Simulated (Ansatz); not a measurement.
**A hypothetical structure for Mg6CrFe**

This structure for Mg6CrFe is made up. Its elements were placed in a known structure type with a cell scaled to their sizes. What cell does the guess relax to, and how far off was it?

Program: Ansatz 0.2.0. Level of theory: DFT, PBEsol, plane-wave PAW, files of the set soft_1, scalar-relativistic, ferromagnetic start, cell and ions relaxed at zero pressure; PAW set soft_1. Results are calculated unless marked as measured.

**1. Starting point**

It takes space group Amm2 (No. 38, orthorhombic). Conventional cell: a = 4.773 Å, b = 6.056 Å, c = 10.746 Å, α = 90.00°, β = 90.00°, γ = 90.00°. Nearest to Fe lie 10 Mg at 2.96 to 3.16 Å and 2 Cr at 2.96 Å. Nearest to Cr lie 10 Mg at 2.91 to 3.14 Å and 2 Fe at 2.96 Å. Nearest to Mg lie 10 Mg at 2.97 to 3.12 Å and 2 Cr at 3.03 Å. Nearest to Mg lie 2 Fe at 2.96 Å and 8 Mg at 2.96 to 3.12 Å and 2 Cr at 3.02 to 3.14 Å. Nearest to Mg lie 10 Mg at 2.96 to 3.09 Å and 2 Fe at 3.03 Å. Mg has 7 Mg at 2.82 to 3.09 Å and 2 Cr at 2.91 Å and 2 Fe at 3.01 to 3.16 Å nearest. Farther neighbours are not listed.

**2. Relaxing cell and atoms**

The guessed cell has no reason to be at equilibrium. It is relaxed with the atoms, within the space group of the guess.

Contents of input.yaml:

```yaml
crystal:
  lattice:
    - [4.773, 0.0, 0.0]
    - [0.0, 3.028, 5.373]
    - [0.0, -3.028, 5.373]
  atoms:
    - { symbol: Fe, position: [0.0, 0.8341, 0.8341], spin: 3.0 }
    - { symbol: Cr, position: [0.5, 0.6704, 0.6704], spin: 3.0 }
    - { symbol: Mg, position: [0.5, 0.1667, 0.1667] }
    - { symbol: Mg, position: [0.5, 0.6625, 0.1647] }
    - { symbol: Mg, position: [0.5, 0.1647, 0.6625] }
    - { symbol: Mg, position: [0.0, 0.3311, 0.3311] }
    - { symbol: Mg, position: [0.0, 0.819, 0.3538] }
    - { symbol: Mg, position: [0.0, 0.3538, 0.819] }
magnetization:
  spin_polarized: true
kpoints:
  mp_grid: { grid: [6, 5, 5] }
scf:
  occupations: { method: fermi_dirac, width: 0.05 }
hamiltonian:
  xc: pbesol
  pseudopotentials: { kind: paw, azcp: { folder: soft_1 }, xc_functional: pbe }
relax:
  f_tol: 0.015
  max_steps: 70
  cell: {}
output:
  forces: true
  stress: true
```

The run is started by

```sh
$ ansatz run input.yaml --threads 4 --pin off --max-ram 10240MiB --backend cpu --events-out ev --progress --plain --runs-dir out
```

Numbers of over 12 decimals in the logs are rounded to 6 here.

The program printed:

```text
Engine: ansatz 0.2.0, x86_64-unknown-linux-gnu
Pseudopotentials: kind: paw
Pseudopotential: Fe, paw, valence charge 16, recommended cutoff 420 eV (normal), soft_1/Fe.paw.azcp
Pseudopotential: Cr, paw, valence charge 14, recommended cutoff 420 eV (normal), soft_1/Cr.paw.azcp
Pseudopotential: Mg, paw, valence charge 10, recommended cutoff 420 eV (normal), soft_1/Mg.paw.azcp
Functional definition: PBEsol
  exchange = pbesol_x
  correlation = pbesol_c
Crystal: 8 atoms, lattice volume = 155.308 Å³
Basis set: ecut = 420 eV, 2993 PW (Γ), exchange–correlation on 64×90×90 points (8 copies of the dense FFT grid, shifted against one another)
Bands: 58, of which v1, the nominal top of the filled ones, is band 45 counted from 1 (44 counted from 0)
Symmetry: 4 space group operations
Space group: Amm2 (ITA 38), of the structure as read, at distance tolerance 5.4e-5 Å
Magnetic group: BNS 38.187 (UNI 285), of the structure as read, at distance tolerance 5.4e-5 Å
k-points: 36 of 150 (time reversal used)
Non-local potential: Fe, projectors of the file, l = 0: 3, l = 1: 2, l = 2: 3, l = 3: 1
Non-local potential: Cr, projectors of the file, l = 0: 3, l = 1: 2, l = 2: 3, l = 3: 1
Non-local potential: Mg, projectors of the file, l = 0: 3, l = 1: 2, l = 2: 1
PAW form: soft (Blöchl's): semilocal exchange-correlation on the pseudo side does not see the compensation charge
PAW frozen core: Fe, regenerated for the run's functional, and the local potential with it (the file was generated under x = pbe(κ = 0.804, μ = 0.219515), c = pbe(β = 0.066725))
PAW frozen core: Cr, regenerated for the run's functional, and the local potential with it (the file was generated under x = pbe(κ = 0.804, μ = 0.219515), c = pbe(β = 0.066725))
PAW frozen core: Mg, regenerated for the run's functional, and the local potential with it (the file was generated under x = pbe(κ = 0.804, μ = 0.219515), c = pbe(β = 0.066725))
PAW one-centre angular grid: Fe, 590 points (default); XC on 64 Gauss nodes
PAW one-centre angular grid: Cr, 590 points (default); XC on 64 Gauss nodes
PAW one-centre angular grid: Mg, 110 points (default); XC on 64 Gauss nodes
Initial density: superposition of atomic densities (chi_scale 0.1, normalization cell, long waves kept (reshape's long-wave potential 0.01 eV rms))
Starting moments: Σ|m| = 6 μB on 2 of 8 sites
Initial wavefunctions: pseudopotential atomic-orbital guess
Functional: x = pbesol(κ = 0.804, μ = 0.123457), c = pbesol(β = 0.046)
SCF iter   1: F=—  HF=-19268.328611 eV  |F-HF|=—  |Δ(HF+E_count)|=         —  Δρ=3.76e-2 (↑2.68e-2 ↓3.76e-2)  dr2=6.89e0  dr2_m=7.20e-2  M=5.979 μB ∫|m|=6.554 μB  β_m=0.30  ethr=3.10e-3  ⟨swp⟩=7.6  Hψ=16274  notcnv=0  defer=12
Mixer restart at iter 1: flushing history
preconditioner: auto → Kerker (q_TF=auto, 2.491 Å⁻¹)  [metal: Δε(μ)=0.003 eV  Ē_g=4.936 eV  σ=0.050 eV  W_gap=0.01  n_scr=44 (ndim 8)  ℏωp=15.2 eV  f_vac=0.000  D(μ)=7.07/eV (n_scr^D=58)]
spin=Collinear: Kerker preconditioning applied to the charge; magnetization (m = ρ↑ − ρ↓) channel mixes plain (no charge-response kernel on spin).
SCF iter   2: F=—  HF=-19267.131043 eV  |F-HF|=—  |Δ(HF+E_count)|=    1.20e0  Δρ=1.70e-2 (↑9.73e-3 ↓1.70e-2)  dr2=9.95e-1  dr2_m=1.24e-1  M=5.985 μB ∫|m|=6.656 μB  β_m=0.35  ethr=3.10e-3  ⟨swp⟩=2.1  Hψ=8204  notcnv=0  defer=232
SCF iter   3: F=—  HF=-19267.121541 eV  |F-HF|=—  |Δ(HF+E_count)|=   9.50e-3  Δρ=1.04e-2 (↑9.18e-3 ↓1.04e-2)  dr2=3.57e-1  dr2_m=8.74e-2  M=6.021 μB ∫|m|=6.757 μB  β_m=0.58  ethr=1.11e-3  ⟨swp⟩=2.0  Hψ=5514  notcnv=0  defer=231
SCF iter   4: F=—  HF=-19267.360852 eV  |F-HF|=—  |Δ(HF+E_count)|=   2.39e-1  Δρ=1.05e-2 (↑5.70e-3 ↓1.05e-2)  dr2=3.27e-1  dr2_m=4.99e-2  M=6.054 μB ∫|m|=6.899 μB  β_m=0.79  ethr=3.96e-4  ⟨swp⟩=2.0  Hψ=5598  notcnv=0  defer=231
SCF iter   5: F=—  HF=-19267.507528 eV  |F-HF|=—  |Δ(HF+E_count)|=   1.47e-1  Δρ=1.05e-2 (↑1.05e-2 ↓4.21e-3)  dr2=1.56e-1  dr2_m=5.89e-2  M=6.160 μB ∫|m|=7.040 μB  β_m=0.71  ethr=3.64e-4  ⟨swp⟩=3.0  Hψ=7608  notcnv=0  defer=231
SCF iter   6: F=—  HF=-19267.508378 eV  |F-HF|=—  |Δ(HF+E_count)|=         —  Δρ=5.04e-3 (↑3.15e-3 ↓5.04e-3)  dr2=7.60e-2  dr2_m=4.92e-3  M=6.340 μB ∫|m|=7.203 μB  β_m=0.78  ethr=1.73e-4  ⟨swp⟩=3.0  Hψ=8705  notcnv=0  defer=245
Mixer restart at iter 6: flushing history
SCF iter   7: F=—  HF=-19267.538888 eV  |F-HF|=—  |Δ(HF+E_count)|=   3.05e-2  Δρ=4.18e-3 (↑4.18e-3 ↓1.50e-3)  dr2=2.88e-2  dr2_m=3.20e-3  M=6.366 μB ∫|m|=7.221 μB  β_m=0.66  ethr=8.44e-5  ⟨swp⟩=2.1  Hψ=8124  notcnv=0  defer=245
SCF iter   8: F=—  HF=-19267.522660 eV  |F-HF|=—  |Δ(HF+E_count)|=   1.62e-2  Δρ=3.07e-3 (↑9.66e-4 ↓3.07e-3)  dr2=2.66e-2  dr2_m=2.09e-3  M=6.399 μB ∫|m|=7.254 μB  β_m=0.71  ethr=3.20e-5  ⟨swp⟩=2.0  Hψ=8679  notcnv=0  defer=253
SCF iter   9: F=—  HF=-19267.522713 eV  |F-HF|=—  |Δ(HF+E_count)|=   5.24e-5  Δρ=2.88e-4 (↑2.48e-4 ↓2.88e-4)  dr2=2.81e-4  dr2_m=7.12e-5  M=6.398 μB ∫|m|=7.251 μB  β_m=0.68  ethr=2.95e-5  ⟨swp⟩=2.0  Hψ=5508  notcnv=0  defer=253
SCF iter  10: F=—  HF=-19267.522684 eV  |F-HF|=—  |Δ(HF+E_count)|=   2.88e-5  Δρ=2.44e-4 (↑1.53e-4 ↓2.44e-4)  dr2=1.06e-4  dr2_m=4.25e-5  M=6.399 μB ∫|m|=7.252 μB  β_m=0.84  ethr=3.12e-7  ⟨swp⟩=2.0  Hψ=6088  notcnv=0  defer=253
SCF iter  11: F=—  HF=-19267.522724 eV  |F-HF|=—  |Δ(HF+E_count)|=   4.01e-5  Δρ=2.80e-4 (↑2.80e-4 ↓1.80e-4)  dr2=1.95e-4  dr2_m=3.61e-5  M=6.396 μB ∫|m|=7.248 μB  β_m=0.62  ethr=1.18e-7  ⟨swp⟩=2.0  Hψ=6963  notcnv=0  defer=253
SCF iter  12: F=—  HF=-19267.522707 eV  |F-HF|=—  |Δ(HF+E_count)|=   1.69e-5  Δρ=6.42e-5 (↑6.38e-5 ↓6.42e-5)  dr2=1.99e-5  dr2_m=2.98e-6  M=6.397 μB ∫|m|=7.249 μB  β_m=0.81  ethr=1.18e-7  ⟨swp⟩=2.0  Hψ=6943  notcnv=0  defer=253
SCF iter  13: F=—  HF=-19267.522709 eV  |F-HF|=—  |Δ(HF+E_count)|=   1.97e-6  Δρ=3.24e-5 (↑1.30e-5 ↓3.24e-5)  dr2=1.13e-6  dr2_m=6.71e-7  M=6.399 μB ∫|m|=7.250 μB  β_m=0.85  ethr=2.21e-8  ⟨swp⟩=2.0  Hψ=4939  notcnv=0  defer=253
SCF iter  14: F=—  HF=-19272.434972 eV  |F-HF|=—  |Δ(HF+E_count)|=         —  Δρ=1.53e-1 (↑1.53e-1 ↓1.46e-1)  dr2=9.99e-2  dr2_m=3.20e1  M=1.717 μB ∫|m|=6.455 μB  β_m=1.00  ethr=1.26e-9  ⟨swp⟩=2.2  Hψ=6195  notcnv=0  defer=253
Mixer restart at iter 14: flushing history
SCF iter  15: F=—  HF=-19267.739864 eV  |F-HF|=—  |Δ(HF+E_count)|=    4.70e0  Δρ=3.17e-2 (↑6.91e-3 ↓3.17e-2)  dr2=8.58e-1  dr2_m=5.21e-1  M=1.455 μB ∫|m|=6.988 μB  β_m=0.85  ethr=5.56e-5  ⟨swp⟩=3.6  Hψ=9869  notcnv=0  defer=254
[...]
relax step   5: F+E_penalty+E_count = -19267.83911148 eV  Δ(F+E_penalty+E_count) = -3.067e-4 eV  max|allowed force component| = 5.037e-3 eV/Å  Δτ_max = 0.0039 Å  P = +0.004 GPa  Ω = 151.341 Å³  energy of the carried Pulay correction = +4.282e-4 eV  (9 SCF iters, dr2 threshold 4.31e-8 eV, accepted)
Initial wavefunctions: pseudopotential atomic-orbital guess (no wavefunctions were taken with the density)
iter 1 solved again at ethr=1.20e-8 eV; its pass at ethr=3.10e-3 eV (dr2=1.08e-5 eV) is discarded
SCF iter   1: F=—  HF=-19267.838652 eV  |F-HF|=—  |Δ(HF+E_count)|=         —  Δρ=2.91e-5 (↑2.91e-5 ↓1.07e-5)  dr2=1.92e-6  dr2_m=1.97e-7  M=0.911 μB ∫|m|=6.868 μB  β_m=0.65  ethr=1.20e-8  ⟨swp⟩=4.2  Hψ=29385  notcnv=0
preconditioner: auto → Kerker (q_TF=auto, 1.867 Å⁻¹)  [metal: Δε(μ)=0.024 eV  Ē_g=5.147 eV  σ=0.050 eV  W_gap=0.12  n_scr=20 (ndim 8)  ℏωp=15.4 eV  f_vac=0.000  D(μ)=4.83/eV (n_scr^D=28)]
spin=Collinear: Kerker preconditioning applied to the charge; magnetization (m = ρ↑ − ρ↓) channel mixes plain (no charge-response kernel on spin).
SCF iter   2: F=—  HF=-19267.838651 eV  |F-HF|=—  |Δ(HF+E_count)|=   9.33e-7  Δρ=8.41e-6 (↑8.41e-6 ↓7.69e-6)  dr2=7.78e-8  dr2_m=6.82e-8  M=0.911 μB ∫|m|=6.868 μB  β_m=0.59  ethr=2.13e-9  ⟨swp⟩=2.0  Hψ=4819  notcnv=0
SCF iter   3: F=—  HF=-19267.838651 eV  |F-HF|=—  |Δ(HF+E_count)|=   1.01e-7  Δρ=5.10e-6 (↑1.97e-6 ↓5.10e-6)  dr2=1.69e-8  dr2_m=1.34e-8  M=0.911 μB ∫|m|=6.868 μB  β_m=0.52  ethr=8.64e-11  ⟨swp⟩=2.0  Hψ=7521  notcnv=0
SCF iter   4: F=—  HF=-19267.838651 eV  |F-HF|=—  |Δ(HF+E_count)|=   1.30e-8  Δρ=4.12e-6 (↑4.12e-6 ↓7.90e-7)  dr2=2.96e-8  dr2_m=6.80e-9  M=0.911 μB ∫|m|=6.868 μB  β_m=0.76  ethr=1.88e-11  ⟨swp⟩=2.0  Hψ=7507  notcnv=0
SCF iter   5: F=—  HF=-19267.838651 eV  |F-HF|=—  |Δ(HF+E_count)|=   1.23e-7  Δρ=4.68e-6 (↑4.68e-6 ↓1.89e-6)  dr2=3.32e-8  dr2_m=1.41e-8  M=0.911 μB ∫|m|=6.868 μB  β_m=0.88  ethr=1.88e-11  ⟨swp⟩=2.0  Hψ=7224  notcnv=0
SCF iter   6: F=—  HF=-19267.838651 eV  |F-HF|=—  |Δ(HF+E_count)|=   1.58e-7  Δρ=3.15e-6 (↑3.15e-6 ↓1.58e-6)  dr2=1.05e-8  dr2_m=5.43e-9  M=0.911 μB ∫|m|=6.868 μB  β_m=0.79  ethr=1.88e-11  ⟨swp⟩=2.6  Hψ=7847  notcnv=0
SCF iter   7: F=—  HF=-19267.838651 eV  |F-HF|=—  |Δ(HF+E_count)|=   4.77e-9  Δρ=5.74e-7 (↑5.74e-7 ↓4.17e-7)  dr2=3.63e-10  dr2_m=1.97e-10  M=0.911 μB ∫|m|=6.868 μB  β_m=0.70  ethr=1.17e-11  ⟨swp⟩=2.0  Hψ=7028  notcnv=0
SCF iter   8: F=—  HF=-19267.838651 eV  |F-HF|=—  |Δ(HF+E_count)|=  3.27e-10  Δρ=1.41e-7 (↑1.17e-7 ↓1.41e-7)  dr2=1.93e-10  dr2_m=3.97e-12  M=0.911 μB ∫|m|=6.868 μB  β_m=0.85  ethr=1.00e-12  ⟨swp⟩=2.0  Hψ=7245  notcnv=0
SCF iter   9: F=—  HF=-19267.838651 eV  |F-HF|=—  |Δ(HF+E_count)|=  1.67e-10  Δρ=8.63e-8 (↑8.63e-8 ↓5.15e-8)  dr2=4.18e-11  dr2_m=2.64e-12  M=0.911 μB ∫|m|=6.868 μB  β_m=0.93  ethr=1.00e-12  ⟨swp⟩=2.0  Hψ=4919  notcnv=0
SCF iter  10: F=—  HF=-19267.838651 eV  |F-HF|=—  |Δ(HF+E_count)|=    0.00e0  Δρ=2.78e-8 (↑2.78e-8 ↓1.39e-8)  dr2=2.90e-12  dr2_m=9.77e-14  M=0.911 μB ∫|m|=6.868 μB  β_m=0.96  ethr=1.00e-12  ⟨swp⟩=2.0  Hψ=4521  notcnv=0
SCF iter  11: F=—  HF=-19267.838651 eV  |F-HF|=—  |Δ(HF+E_count)|=  1.09e-11  Δρ=1.54e-7 (↑1.54e-7 ↓5.47e-8)  dr2=1.01e-10  dr2_m=3.66e-12  M=0.911 μB ∫|m|=6.868 μB  β_m=0.98  ethr=1.00e-12  ⟨swp⟩=1.0  Hψ=4176  notcnv=0
SCF iter  12: F=-19267.838651 eV  HF=-19267.838651 eV  |F-HF|=3.64e-12  |Δ(HF+E_count)|=  3.64e-12  Δρ=3.01e-8 (↑3.01e-8 ↓1.11e-8)  dr2=3.99e-12  dr2_m=1.65e-13  M=0.911 μB ∫|m|=6.868 μB  ethr=1.00e-12  ⟨swp⟩=1.7  Hψ=8937  notcnv=0
the starting moments were not kept: 1 of 2 ended reversed and 1 kept their direction, counting a site from 0.1 μB. The largest reversed, site 0 (counted from 0, in the order of the report's site_moments_mub), started with +3.0 μB and closes at -2.6e0 μB in its sphere.
SCF 6 converged in 12 iterations: F = -19267.838651 eV  dr2 = 3.99e-12
relax step   6: F+E_penalty+E_count = -19267.83865132 eV  Δ(F+E_penalty+E_count) = +4.602e-4 eV  max|allowed force component| = 5.053e-3 eV/Å  Δτ_max = 0.0000 Å  P = +0.006 GPa  Ω = 151.341 Å³  stress off target by 2.75e-2 GPa  SCF on the basis re-selected at this cell (its energy is not comparable with the rows above)  (12 SCF iters)
basis re-selected at this cell: Δ(F+E_penalty+E_count) = +4.602e-4 eV, ΔP = +0.002 GPa vs the last step (what re-selecting the basis moved, of the pressure what is left beyond the Pulay correction that the steps carried, after the strain that the cell walked since its last selection, with what the two solves' SCF thresholds leave and, on support functions, any second-order correction that the steps lacked; it is no m [...]
SCF converged after 12 iterations
Magnetization: 0.9110 μB (45.4555 up, 44.5445 down)
Absolute magnetization: 6.8667 μB (∫|ρ↑−ρ↓|, with the PAW one-centre terms)
Spin contamination: 2.8168 ħ² per cell (⟨S²⟩ above its minimum at these occupations)
Per-site moments (μB) at R_I (Å): [(-2.636653, 1.109784), (3.203379, 1.109784), (-0.048742, 1.207744), (-0.0078105, 1.177034), (-0.0078105, 1.177034), (0.029789, 1.207744), (0.0035937, 1.164793), (0.0035937, 1.164793)]
Free energy (F): -19267.838651 eV
Harris-Foulkes:  -19267.838651 eV  (|F-HF|=3.64e-12)
Internal energy: -19267.798429 eV  (E = F + TS)
E sigma→0 (E₀):  -19267.818540 eV
Entropy (-TS):   -0.040222 eV (-5.028 meV/atom)
Fermi energy:    7.913350 eV
--- Per-component energies (eV) ---
  E_band       = -2658.499209
  E_kinetic    = 1044.868488
  E_local      = -14584.152115  (includes V_loc(G=0)·N_el)
  E_nonlocal   = 1519.015494
  E_hartree    = 5350.180983
  E_xc         = -377.017666
  E_vxc        = -485.708779  (∫ρ·V_xc dr)
  E_paw        = -4284.822945  (= ΣΔE_a)
  E_vpaw       = -852.883194  (= ΣTr[D̂ρ^β])
  E_aug_tail   = -0.001008  (compensation charges beyond the density's cutoff)
  E_ewald      = -7936.562034
  E_core_change = 0.692376  (= ΣΔE_core)
  E_smearing   = -0.040222  (= −TS)
  E_closure    = 0.000000  (closes the sum)
  Σ components = -19267.838651   (vs F -19267.838651, Δ=0.00e0)
--- Forces (eV/Å), atoms counted from 1 ---
  atom   1  Fe     0.00000000    -0.00000000    -0.00505312
  atom   2  Cr     0.00000000     0.00000000     0.00387661
  atom   3  Mg     0.00000000     0.00000000    -0.00098229
  atom   4  Mg     0.00000000     0.00107614     0.00093398
  atom   5  Mg    -0.00000000    -0.00107614     0.00093398
  atom   6  Mg    -0.00000000    -0.00000000     0.00076073
  atom   7  Mg     0.00000000    -0.00190633    -0.00023504
  atom   8  Mg    -0.00000000     0.00190633    -0.00023504
  max |Σ_I F_I| component: 1.90e-7 eV/Å
--- Stress (GPa, compression-positive) ---
        0.027538      -0.000000      -0.000000
       -0.000000      -0.006142      -0.000000
       -0.000000      -0.000000      -0.002703
  P = ⅓ Tr σ = 0.0062 GPa (0.062 kbar)
--- Relaxed structure (5 steps of the walk, 5 accepted, 1 SCFs on fresh bases) ---
  F+E_penalty+E_count = -19267.83865132 eV   max|allowed force component| = 5.053e-3 eV/Å   (the final SCF, on the basis selected at the relaxed cell)
  cell:  # Å, volume = 151.3411 Å³
    - [4.738795, 4.787449438535728e-18, 2.0176168632816916e-18]
    - [5.308412383469246e-18, 2.973287, 5.370590]
    - [-7.6592111742586545e-19, -2.973287, 5.370590]
  atoms:
    - { symbol: Fe, position: [3.197826713478599e-18, 0.808513, 0.808513] }
    - { symbol: Cr, position: [0.5, 0.689865, 0.689865] }
    - { symbol: Mg, position: [0.5, 0.169556, 0.169556] }
    - { symbol: Mg, position: [0.5, 0.679350, 0.160186] }
    - { symbol: Mg, position: [0.5, 0.160186, 0.679350] }
    - { symbol: Mg, position: [1.7675613103163923e-19, 0.329686, 0.329686] }
    - { symbol: Mg, position: [-2.3668348310654408e-19, 0.825325, 0.339820] }
    - { symbol: Mg, position: [1.19342442453254e-18, 0.339820, 0.825325] }
```

Elapsed: 75 s, on 4 threads of INTEL XEON PLATINUM 8581C at 2.30GHz (Emerald Rapids), shared host; peak memory 1 GiB.

The steps of the relaxation:

```csv
step,energy less that of the first step (eV),largest force component (eV/Å),pressure (GPa),volume (Å³)
1,0.0000,0.7387,-0.84,155.31
2,-0.1932,0.4548,0.22,151.02
3,-0.2550,0.0546,-0.29,152.38
4,-0.2593,0.0179,-0.06,151.58
5,-0.2596,0.0050,0.00,151.34
6*,-0.2591,0.0051,0.01,151.34
```

Relaxation steps marked * repeat the geometry before them on a plane-wave basis chosen anew for their cell, so energy and pressure can jump there.

Forces are held to the 4 operations that the run works with; a distortion that breaks them can't arise in this run.

```csv
"conventional cell, symmetrised",before,after,change
a (Å),4.773,4.739,-0.7 %
b (Å),6.056,5.947,-1.8 %
c (Å),10.746,10.741,-0.0 %
volume (Å³/atom),19.41,18.92,-2.6 %
```

The atoms that moved most (Å, as changes of fractional coordinates times the final cell):

```csv
atom,dx,dy,dz,length
Fe1,0.000,0.000,-0.275,0.275
Cr2,0.000,0.000,0.209,0.209
Mg4,0.000,0.064,0.066,0.092
Mg5,0.000,-0.064,0.066,0.092
Mg8,0.000,-0.060,-0.041,0.073
Mg7,0.000,0.060,-0.041,0.073
Mg3,0.000,0.000,0.031,0.031
Mg6,0.000,0.000,-0.015,0.015
```

Final coordinates:

```
Fe Cr Mg
1.0
     4.73879    0.00000    0.00000
     0.00000    2.97329    5.37059
     0.00000   -2.97329    5.37059
Fe Cr Mg
1 1 6
Direct
  0.00000 0.80851 0.80851
  0.50000 0.68987 0.68987
  0.50000 0.16956 0.16956
  0.50000 0.67935 0.16019
  0.50000 0.16019 0.67935
  0.00000 0.32969 0.32969
  0.00000 0.82532 0.33982
  0.00000 0.33982 0.82532
```

This step gave:

- free energy: -19267.8387 eV
- energy at zero smearing: -19267.8185 eV
- smearing term TS: 0.04022 eV
- Fermi energy: 7.913 eV
- magnetization: 0.9110 μB
- absolute magnetization: 6.867 μB
- site moments: -2.637, 3.203, -0.04874, -0.007811, -0.007811, 0.02979, 0.003594, 0.003594 μB
- electrons: 90
- symmetry operations: 4
- pressure: 0.006231 GPa

Site moment by atom:

```csv
atom,site moment (μB)
Fe1,-2.64
Cr2,3.20
Mg3,-0.05
Mg4,-0.01
Mg5,-0.01
Mg6,0.03
Mg7,0.00
Mg8,0.00
```

The shortest distance of each pair, which need not be the same contact before and after:

```csv
pair,guess (Å),relaxed (Å)
Cr–Fe,2.965,2.690
Fe–Mg,2.956,2.824
Cr–Mg,2.915,2.853
Mg–Mg,2.817,2.859
Fe–Fe,4.773,4.739
```

The relaxation ends with a largest force component of 0.0051 eV/Å and a pressure of 0.01 GPa.

**3. Outcome**

```json
{
 "space group, relaxed": "Amm2",
 "conventional cell": "a = 4.739, b = 5.947, c = 10.741 Å; α = 90.0°, β = 90.0°, γ = 90.0°",
 "volume per atom": "18.92 Å³ (guess 19.41)",
 "total moment": "0.91 μB in the cell of 8 atoms"
}
```

Mg6CrFe relaxes to Amm2 with a = 4.739, b = 5.947 and c = 10.741 Å. The guessed volume was 3 % too large. The space group Amm2 was held in the relaxation, so the end point is a stationary structure within it and may be a saddle against distortions or other arrangements. The input starts from parallel moments, and no other start was typed; the run left that order, and the end state is ferrimagnetic. Mesh and cutoff weren't tested. No dispersion term is used, so weakly bound directions may come out too long. Nothing here tests whether the compound is stable against decomposition.

[Logs are printed without paths, hosts, clocks, repeated set-up lines and the standing remarks that a program may print on its own settings, such as how far it seeks lower states.]

[Hosts, paths, dates, database ids (printed as entryN), source tags and the programs' standing remarks are cut or masked in the printed files.]
